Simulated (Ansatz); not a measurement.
# Supercells of the unslipped end of a generalised stacking fault on (111) (glide set) of a GaP-AlP solid solution (72 atoms): plane waves and support functions

Wanted: cost and convergence against size for the unslipped end of a generalised stacking fault on (111) (glide set) of a GaP-AlP solid solution (72 atoms).

Method: Kohn-Sham DFT, PBEsol, PAW (set soft_2), plane waves, in Ansatz 0.2.0.

### Step 1. Starting point

The cell holds 72 atoms: 18 Al, 36 P and 18 Ga. Its edges and angles: a = 6.683 Å, b = 11.576 Å, c = 19.103 Å, α = 90.0°, β = 90.0°, γ = 90.0°. It derives from GaP and AlP. Zinc-blende GaP lattice (a = 5.4569 Å, the value set for the mixture), cell with z along [111], 1 x 3 x 2 periods; the third cell vector is tilted by 0.000 of 1/2[11-2] and lengthened by 0.2 Å, so the stacking has no slip (glide set); displaced by a Gaussian of 0.01 Å; 18 of 36 Ga sites given to Al at random (lattice constant by Vegard's rule between GaP and AlP).

Before any run, some limits are plain. The host structure and its lattice constant were typed by rule, without a check against the phase diagram.

### Step 2. Plane waves, typed cell on a dense mesh

The typed cell on a k-mesh is the yardstick: it samples like Γ on the cell repeated as often as the mesh has points along each axis. Its own convergence isn't tested.

The input, input.yaml:

```yaml
crystal:
  lattice:
    - [6.68331, 0.0, 0.0]
    - [0.0, 11.57583, 0.0]
    - [0.0, 0.0, 19.10326]
  atoms:
    - { symbol: Al, position: [0.49974, 0.16469, 0.0197] }
    - { symbol: P, position: [0.50325, 0.16679, 0.14378] }
    - { symbol: Ga, position: [0.83196, 0.16707, 0.18567] }
    - { symbol: P, position: [0.83603, 0.16841, 0.30947] }
    - { symbol: Ga, position: [0.00096, 0.00086, 0.0202] }
    - { symbol: P, position: [0.99611, 0.99994, 0.14529] }
    - { symbol: Al, position: [0.33421, 0.00026, 0.18533] }
    - { symbol: P, position: [0.33248, 0.99992, 0.30897] }
    - { symbol: Ga, position: [0.66514, 0.00057, 0.35109] }
    - { symbol: P, position: [0.6667, 0.99819, 0.47508] }
    - { symbol: Al, position: [0.49916, 0.50025, 0.01993] }
    - { symbol: P, position: [0.49983, 0.50019, 0.14412] }
    - { symbol: Ga, position: [0.83153, 0.49929, 0.18554] }
    - { symbol: P, position: [0.83331, 0.49907, 0.30821] }
    - { symbol: Al, position: [0.00135, 0.33292, 0.0212] }
    - { symbol: P, position: [0.99863, 0.3325, 0.14419] }
    - { symbol: Ga, position: [0.33294, 0.33346, 0.18511] }
    - { symbol: P, position: [0.334, 0.33304, 0.30974] }
    - { symbol: Al, position: [0.66646, 0.33354, 0.34983] }
    - { symbol: P, position: [0.66948, 0.33383, 0.47335] }
    - { symbol: Ga, position: [0.16744, 0.16518, 0.34972] }
    - { symbol: P, position: [0.1667, 0.16589, 0.47316] }
    - { symbol: Ga, position: [0.49772, 0.16698, 0.51505] }
    - { symbol: P, position: [0.49895, 0.16713, 0.63881] }
    - { symbol: Al, position: [0.8349, 0.16577, 0.67972] }
    - { symbol: P, position: [0.83153, 0.16812, 0.80432] }
    - { symbol: Ga, position: [3.0e-05, 0.99898, 0.51551] }
    - { symbol: P, position: [0.99855, 0.00038, 0.63795] }
    - { symbol: Al, position: [0.33377, 0.99979, 0.68001] }
    - { symbol: P, position: [0.33324, 0.99964, 0.80309] }
    - { symbol: Ga, position: [0.66796, 0.00029, 0.84556] }
    - { symbol: P, position: [0.66721, 0.99913, 0.9693] }
    - { symbol: Ga, position: [0.49982, 0.83227, 0.02075] }
    - { symbol: P, position: [0.49988, 0.83227, 0.14452] }
    - { symbol: Al, position: [0.83456, 0.834, 0.18553] }
    - { symbol: P, position: [0.83263, 0.83366, 0.3098] }
    - { symbol: Ga, position: [5.0e-05, 0.66708, 0.0211] }
    - { symbol: P, position: [0.00044, 0.66769, 0.14438] }
    - { symbol: Al, position: [0.33075, 0.66656, 0.18487] }
    - { symbol: P, position: [0.33434, 0.66552, 0.30996] }
    - { symbol: Al, position: [0.67097, 0.66677, 0.35088] }
    - { symbol: P, position: [0.66703, 0.66695, 0.47434] }
    - { symbol: Ga, position: [0.16826, 0.4993, 0.34953] }
    - { symbol: P, position: [0.16719, 0.49988, 0.47545] }
    - { symbol: Al, position: [0.49885, 0.49997, 0.51595] }
    - { symbol: P, position: [0.5, 0.50024, 0.63909] }
    - { symbol: Al, position: [0.8329, 0.49908, 0.68094] }
    - { symbol: P, position: [0.83245, 0.50033, 0.80384] }
    - { symbol: Al, position: [0.99993, 0.33394, 0.51502] }
    - { symbol: P, position: [0.00096, 0.3328, 0.63998] }
    - { symbol: Al, position: [0.33364, 0.33503, 0.67968] }
    - { symbol: P, position: [0.33505, 0.33295, 0.80581] }
    - { symbol: Ga, position: [0.66573, 0.3315, 0.84581] }
    - { symbol: P, position: [0.66969, 0.33201, 0.96894] }
    - { symbol: Al, position: [0.1652, 0.16751, 0.84539] }
    - { symbol: P, position: [0.16584, 0.16751, 0.96848] }
    - { symbol: Al, position: [0.16363, 0.83139, 0.35079] }
    - { symbol: P, position: [0.16633, 0.83433, 0.47359] }
    - { symbol: Al, position: [0.49783, 0.83207, 0.51549] }
    - { symbol: P, position: [0.49841, 0.83381, 0.63928] }
    - { symbol: Ga, position: [0.83147, 0.83262, 0.68084] }
    - { symbol: P, position: [0.83133, 0.83534, 0.80375] }
    - { symbol: Ga, position: [0.99723, 0.66741, 0.51579] }
    - { symbol: P, position: [0.00078, 0.66631, 0.6391] }
    - { symbol: Ga, position: [0.33478, 0.66597, 0.67865] }
    - { symbol: P, position: [0.33134, 0.66618, 0.8038] }
    - { symbol: Ga, position: [0.66746, 0.66634, 0.84504] }
    - { symbol: P, position: [0.66751, 0.66693, 0.96825] }
    - { symbol: Ga, position: [0.16799, 0.50025, 0.84606] }
    - { symbol: P, position: [0.1659, 0.49922, 0.97104] }
    - { symbol: Al, position: [0.16949, 0.83486, 0.84413] }
    - { symbol: P, position: [0.16632, 0.83301, 0.96964] }
kpoints:
  mp_grid: { grid: [5, 3, 2] }
hamiltonian:
  xc: pbesol
scf:
  occupations: { method: fermi_dirac, width: 0.025 }
output:
  forces: true
  stress: true
  populations: true
  dos:
    method: { smearing: { sigma: 0.08 } }
    de: 0.1
    projected: { site_lists: { Al: [Al], Ga: [Ga], P: [P] } }
  eigenvalues: true
```

Launch:

```bash
> ansatz run input.yaml --threads 4 --pin off --max-ram 8192MiB --backend cpu --events-out ev --progress --plain --runs-dir out
```

Numbers of over 12 decimals in the logs are rounded to 6 here.

What it wrote:

```text
Engine: ansatz 0.2.0, aarch64-unknown-linux-gnu
Pseudopotentials: kind: paw
Pseudopotential: Al, paw, valence charge 3, recommended cutoff 420 eV (normal), Al.paw.azcp
Pseudopotential: P, paw, valence charge 5, recommended cutoff 420 eV (normal), P.paw.azcp
Pseudopotential: Ga, paw, valence charge 13, recommended cutoff 420 eV (normal), Ga.paw.azcp
[... 3 lines on functional and potentials left out ...]
Crystal: 72 atoms, lattice volume = 1477.921 Å³
Basis set: ecut = 420 eV, 28923 PW (Γ), exchange–correlation on 90×160×256 points (8 copies of the dense FFT grid, shifted against one another)
Bands: 306, of which v1, the nominal top of the filled ones, is band 234 counted from 1 (233 counted from 0)
Symmetry: 1 space group operations
Space group: P1 (ITA 1), of the structure as read, at distance tolerance 1.1e-4 Å
k-points: 16 of 30 (time reversal used)
[... 10 lines on functional and potentials left out ...]
Initial density: superposition of atomic densities (neutral atoms: chi_scale 0, normalization atom), corrected by the library's trained network
Initial wavefunctions: pseudopotential atomic-orbital guess
Functional: x = pbesol(κ = 0.804, μ = 0.123457), c = pbesol(β = 0.046)
SCF iter   1: F=—  HF=-103495.309270 eV  |F-HF|=—  |Δ(HF+E_count)|=         —  Δρ=4.16e-3  dr2=4.76e-1  ethr=1.77e-3  ⟨swp⟩=8.0  Hψ=22945  notcnv=0  defer=455
preconditioner: auto → Resta (q_TF=auto, 2.252 Å⁻¹)  ε∞=4.0  [insulator: Δε(μ)=1.187 eV  Ē_g=12.096 eV  σ=0.025 eV  W_gap=1.00  n_scr=292 (ndim 8)  ℏωp=20.9 eV  f_vac=0.000  D(μ)=0.00/eV (n_scr^D=0)  ε∞_Penn≈4.0]
SCF iter   2: F=—  HF=-103495.154598 eV  |F-HF|=—  |Δ(HF+E_count)|=   1.55e-1  Δρ=1.96e-3  dr2=8.94e-2  ethr=1.02e-4  ⟨swp⟩=2.2  Hψ=7026  notcnv=0  defer=1060
SCF iter   3: F=—  HF=-103495.137479 eV  |F-HF|=—  |Δ(HF+E_count)|=   1.71e-2  Δρ=5.50e-4  dr2=1.21e-2  ethr=1.91e-5  ⟨swp⟩=2.1  Hψ=6209  notcnv=0  defer=1060
SCF iter   4: F=—  HF=-103495.137220 eV  |F-HF|=—  |Δ(HF+E_count)|=   2.59e-4  Δρ=2.48e-4  dr2=2.20e-3  ethr=2.59e-6  ⟨swp⟩=2.1  Hψ=7605  notcnv=0  defer=1060
SCF iter   5: F=—  HF=-103495.137482 eV  |F-HF|=—  |Δ(HF+E_count)|=   2.62e-4  Δρ=9.35e-5  dr2=1.40e-4  ethr=4.70e-7  ⟨swp⟩=2.4  Hψ=7593  notcnv=0  defer=1060
SCF iter   6: F=—  HF=-103495.137566 eV  |F-HF|=—  |Δ(HF+E_count)|=   8.37e-5  Δρ=2.84e-5  dr2=1.60e-5  ethr=2.99e-8  ⟨swp⟩=2.0  Hψ=7583  notcnv=0  defer=1060
SCF iter   7: F=—  HF=-103495.137826 eV  |F-HF|=—  |Δ(HF+E_count)|=   2.60e-4  Δρ=8.50e-6  dr2=1.71e-6  ethr=3.42e-9  ⟨swp⟩=2.0  Hψ=8654  notcnv=0  defer=1060
SCF iter   8: F=—  HF=-103495.137827 eV  |F-HF|=—  |Δ(HF+E_count)|=   6.21e-7  Δρ=2.85e-6  dr2=1.27e-7  ethr=3.65e-10  ⟨swp⟩=2.4  Hψ=7562  notcnv=0  defer=1060
SCF iter   9: F=-103495.137827 eV  HF=-103495.137827 eV  |F-HF|=6.88e-9  |Δ(HF+E_count)|=   3.69e-8  Δρ=9.95e-7  dr2=2.46e-8  ethr=2.14e-11  ⟨swp⟩=15.2  Hψ=30742  notcnv=0
SCF 1 converged in 9 iterations: F = -103495.137827 eV  dr2 = 2.46e-8
  greatest PAW one-centre occupation: 0.994 electrons in one spin orbital (limit 2), on the Ga atom at site 32 (counted from 0), in its partial waves of l = 2
SCF converged after 9 iterations
Free energy (F): -103495.137827 eV
Harris-Foulkes:  -103495.137827 eV  (|F-HF|=6.88e-9)
Internal energy: -103495.137827 eV  (E = F + TS)
E sigma→0 (E₀):  -103495.137827 eV
Fermi energy:    6.732396 eV
--- Per-component energies (eV) ---
  E_band       = -1199.952461
  E_kinetic    = 5022.574801
  E_local      = -48250.364381  (includes V_loc(G=0)·N_el)
  E_nonlocal   = 9090.903010
  E_hartree    = 22221.649048
  E_xc         = -4136.364104
  E_vxc        = -3752.870925  (∫ρ·V_xc dr)
  E_paw        = -63233.268373  (= ΣΔE_a)
  E_vpaw       = -7753.504492  (= ΣTr[D̂ρ^β])
  E_aug_tail   = -0.001942  (compensation charges beyond the density's cutoff)
  E_ewald      = -24227.803448
  E_core_change = 17.537562  (= ΣΔE_core)
  E_smearing   = -0.000000  (= −TS)
  E_closure    = 0.000000  (closes the sum)
  Σ components = -103495.137827   (vs F -103495.137827, Δ=0.00e0)
--- Forces (eV/Å), atoms counted from 1 ---
  atom   1  Al     0.04653618     0.14562489    -1.15527512
  atom   2  P     -0.29267844     0.03523527    -0.08274913
  atom   3  Ga     0.11359245    -0.02694065     0.13628648
  atom   4  P     -0.21245814    -0.30121432    -0.09385292
  atom   5  Ga    -0.04516440    -0.08488593    -0.95505607
  atom   6  P      0.33188745     0.19879978    -0.40771411
  atom   7  Al    -0.09219230     0.01805049    -0.06517205
  atom   8  P      0.05549167    -0.19815660     0.01643260
  atom   9  Ga     0.08791604     0.12583990     0.05011681
  atom  10  P     -0.06102092     0.24328928    -0.13497080
  atom  11  Al     0.16667142    -0.07865538    -1.16101519
  atom  12  P     -0.04201551    -0.03258569    -0.13621743
  atom  13  Ga     0.12726629     0.09502278    -0.13548648
  atom  14  P      0.14138878     0.12697760     0.13247210
[...]
atom  71  Al    -0.26209610    -0.19862179     0.33773299
  atom  72  P      0.04238694     0.05414027     0.98210813
  max |Σ_I F_I| component: 1.67e-5 eV/Å
--- Stress (GPa, compression-positive) ---
       -0.556306      -0.036958       0.005917
       -0.036957      -0.583662       0.033716
        0.005930       0.033716      -1.516233
  P = ⅓ Tr σ = -0.8854 GPa (-8.854 kbar)
--- Band table (eV; the first three rows and the last of 16) ---
  k-point 0: bands = ["-8.6693", "-8.6461", "-8.6393", "-8.6344", [... 290 levels ...], "10.5408", "10.5513", "10.5616", "10.5819", "10.5979", "10.6092", "10.6206", "10.6266", "10.6534", "10.6732", "10.7030", "10.7409"]
[...]
--- Löwdin populations: 72 sites ---
  site symbol       q [e]
     0     Al      2.6442
     1      P      5.1452
     2     Ga     12.9694
[...]
71      P      5.0798
  spilling = 0.004147 (of n_electrons = 468.000000)
```

Wall time 12 min (4 threads of Arm Neoverse V1, shared host); peak memory 5.9 GiB.

The program notes that it cut back its work space to fit the memory limit.

Numbers from this run:

```
free energy                                      : -103495.1378 eV
free energy per atom                             : -1437.4325 eV/atom
SCF cycles                                       : 9
pressure                                         : -0.8854 GPa
r.m.s. force component                           : 0.3067 eV/Å
longest force                                    : 1.313 eV/Å
Fermi energy                                     : 6.732 eV
gap (highest filled to lowest empty level) : 1.177 eV
spilling of the projection                       : 0.004147
```

The r.m.s. force component of 0.31 eV/Å sets the scale for the differences below.

### Step 3. Plane waves, 72 atoms

The typed cell is solved at Γ alone, the coarsest sampling of the series.

input.yaml, the sections that differ from step 2:

```yaml
kpoints:
  mp_grid: { grid: [1, 1, 1] }
output:
  forces: true
# crystal, hamiltonian, scf: as in step 2
```

Run time: 12 s. Hardware: 4 threads; peak memory 1.6 GiB.

It converged in 9 SCF cycles; the log is left out.

The energy lies 34.7 meV/atom above the dense-mesh reference.

### Step 4. Support functions, 72 atoms

The typed cell is solved at Γ alone, now in support functions.

This step: Kohn-Sham DFT, PBEsol, PAW (set soft_2), localised support functions (medium) (Ansatz 0.2.0).

input.yaml: that of step 3 with these lines changed.

```diff
@@ -13,2 +13,5 @@
   occupations: { method: fermi_dirac, width: 0.025 }
+  eigensolver: { kind: { support_functions: { accuracy: medium } } }
+  mixing: { beta: 0.4 }
+  max_iter: 150
 output:
```

Run time: 1.7 min. Hardware: 4 threads; peak memory 2.9 GiB.

The program notes that the band table was not solved further than the SCF left it and it switched symmetry off.

It converged in 13 SCF cycles; the log is left out.

The energy lies 33.8 meV/atom above the dense-mesh reference, and 0.84 meV/atom below plane waves of the same size, an offset between the two bases that leaves the sampling error alike.

### Step 5. Plane waves, 144 atoms

The cell is repeated and solved at Γ in plane waves, whose cost grows towards the cube of the size.

This step: Kohn-Sham DFT, PBEsol, PAW (set soft_2), plane waves (Ansatz 0.2.0).

input.yaml, the sections that differ from step 4:

```yaml
crystal:
  lattice:
    - [6.68331, 0.0, 0.0]
    - [0.0, 11.57583, 0.0]
    - [0.0, 0.0, 19.10326]
  atoms:
    [... the 72 atom lines of step 2 ...]
  supercell: [2, 1, 1]
scf:
  occupations: { method: fermi_dirac, width: 0.025 }
# kpoints, hamiltonian, output: as in step 4
```

What it wrote:

```text
[...]
Crystal: 144 atoms, lattice volume = 2955.842 Å³
Basis set: ecut = 420 eV, 57821 PW (Γ), exchange–correlation on 180×160×256 points (8 copies of the dense FFT grid, shifted against one another)
Bands: 612, of which v1, the nominal top of the filled ones, is band 468 counted from 1 (467 counted from 0)
Symmetry: 2 space group operations
[...]
k-points: 1
[...]
SCF iter   1: F=—  HF=-206984.696713 eV  |F-HF|=—  |Δ(HF+E_count)|=         —  Δρ=3.70e-3  dr2=6.81e-1  ethr=1.77e-3  ⟨swp⟩=8.0  Hψ=2883  notcnv=0  defer=56
[...]
SCF iter   3: F=—  HF=-206984.440684 eV  |F-HF|=—  |Δ(HF+E_count)|=   2.45e-2  Δρ=4.95e-4  dr2=2.16e-2  ethr=1.45e-5  ⟨swp⟩=2.0  Hψ=765  notcnv=0  defer=65
automatic band count: iteration 3 solves 542 bands in place of 612: the levels show a gap, and the empty bands left out lie too high to hold charge; the band table lists the bands solved (type scf.n_extra_bands for more)
SCF iter   4: F=—  HF=-206984.440033 eV  |F-HF|=—  |Δ(HF+E_count)|=   6.51e-4  Δρ=2.03e-4  dr2=3.10e-3  ethr=2.31e-6  ⟨swp⟩=3.0  Hψ=937  notcnv=0  defer=65
[...]
SCF iter   8: F=-206984.440323 eV  HF=-206984.440323 eV  |F-HF|=3.83e-8  |Δ(HF+E_count)|=   1.91e-6  Δρ=2.63e-6  dr2=3.07e-7  ethr=1.07e-10  ⟨swp⟩=5.0  Hψ=1644  notcnv=0
SCF 1 converged in 8 iterations: F = -206984.440323 eV  dr2 = 3.07e-7
[...]
SCF converged after 8 iterations
Free energy (F): -206984.440323 eV
[...]
Internal energy: -206984.440323 eV  (E = F + TS)
E sigma→0 (E₀):  -206984.440323 eV
Fermi energy:    6.738558 eV
[...]
Σ components = -206984.440323   (vs F -206984.440323, Δ=0.00e0)
--- Forces (eV/Å), atoms counted from 1 ---
  atom   1  Al     0.03682159     0.15865543    -1.15739252
  atom   2  P     -0.27203945     0.04259128    -0.08817552
  atom   3  Ga     0.09043012    -0.05110700     0.15310739
  atom   4  P     -0.19974729    -0.33565744    -0.10047909
  atom   5  Ga    -0.07101798    -0.07118440    -0.93673905
  atom   6  P      0.32426250     0.21451548    -0.39947099
  [... forces on the other 138 atoms ...]
  max |Σ_I F_I| component: 5.04e-5 eV/Å
```

Run time: 54 s. Hardware: 4 threads; peak memory 4.4 GiB.

The program repeats the typed cell 2×1×1 times, 144 atoms in all; totals in the log are those of the whole repeated cell, and force differences are taken after averaging over the copies of each atom.

The energy lies 40.5 meV/atom above the dense-mesh reference.

(Part 1 of 2 ends here.)

[Logs are printed without paths, hosts, clocks, repeated set-up lines and the standing remarks that a program may print on its own settings, such as how far it seeks lower states.]

[Hosts, paths, dates, database ids (printed as entryN), source tags and the programs' standing remarks are cut or masked in the printed files.]
